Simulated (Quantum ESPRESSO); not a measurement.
Entries from a set of simulations; values are calculated unless marked as measured.

### Ba2FeMoO6: which magnetic order is lowest

The structure is cubic, space group Fm-3m (No. 225). The conventional cell has a = 8.069 Å, b = 8.069 Å, c = 8.069 Å, α = 90.00°, β = 90.00°, γ = 90.00°. Nearest to Ba lie 12 O at 2.85 Å. Fe has 6 O at 2.07 Å nearest. Nearest to Mo lie 6 O at 1.96 Å. Nearest to O lie 1 Mo at 1.96 Å and 1 Fe at 2.07 Å and 4 Ba at 2.85 Å. Farther neighbours and most contacts between anions are not listed.

```yaml
method: LDA; plane waves with GBRV 1.5 LDA potentials, no spin-orbit coupling, projections on orthogonalised atomic orbitals (and 2 further levels or steps)
program: Quantum ESPRESSO 7.5
settings_of_one_run: GBRV 1.5 LDA, cutoff 544.23 eV, 4×4×4 k-mesh, 62 bands, fermi-dirac occupations, smearing width 0.05 eV, collinear spin, SCF threshold 2.00e-8, starting moments 0 0 4 -2 0 0 0 0 0 0 μB
cost: 4 runs, 1.8 min in all on 4 MPI ranks of Arm Neoverse V2, shared host (the runs of this entry)
notes: Only these 2 starts were compared; other wavevectors, canted and longer-period orders were not. No Hubbard term acts here. In such compounds local and semilocal functionals without one often delocalise the d electrons, and can shrink or lose moments and miss the size, sign and order of the couplings. The smearing term is large for its width, so states at the Fermi level are partly filled: at this level the cell is a metal or has a gap of a few widths at most.
lowest_state_found: ferrimagnetic (from ferro ++ and ferri +-)
largest_site_moment: 3.51 μB
```

1 start left the typed signs, so such an energy belongs to the state reached, not the one typed. The largest moment reads 3.51 μB in the sphere and 3.79 μB by Löwdin projection; a site moment hangs on how space is shared out.

[Logs and program files are shortened in this print: banners, set-up blocks, solver, clock and traceback lines can be left out without a mark of their own.]

[Logs are printed without paths, hosts, clocks, repeated set-up lines and the standing remarks that a program may print on its own settings, such as how far it seeks lower states.]

[Hosts, paths, dates, database ids (printed as entryN), source tags and the programs' standing remarks are cut or masked in the printed files.]

[Where a cell is said to come from a database of computed structures, the database is the Materials Project.]
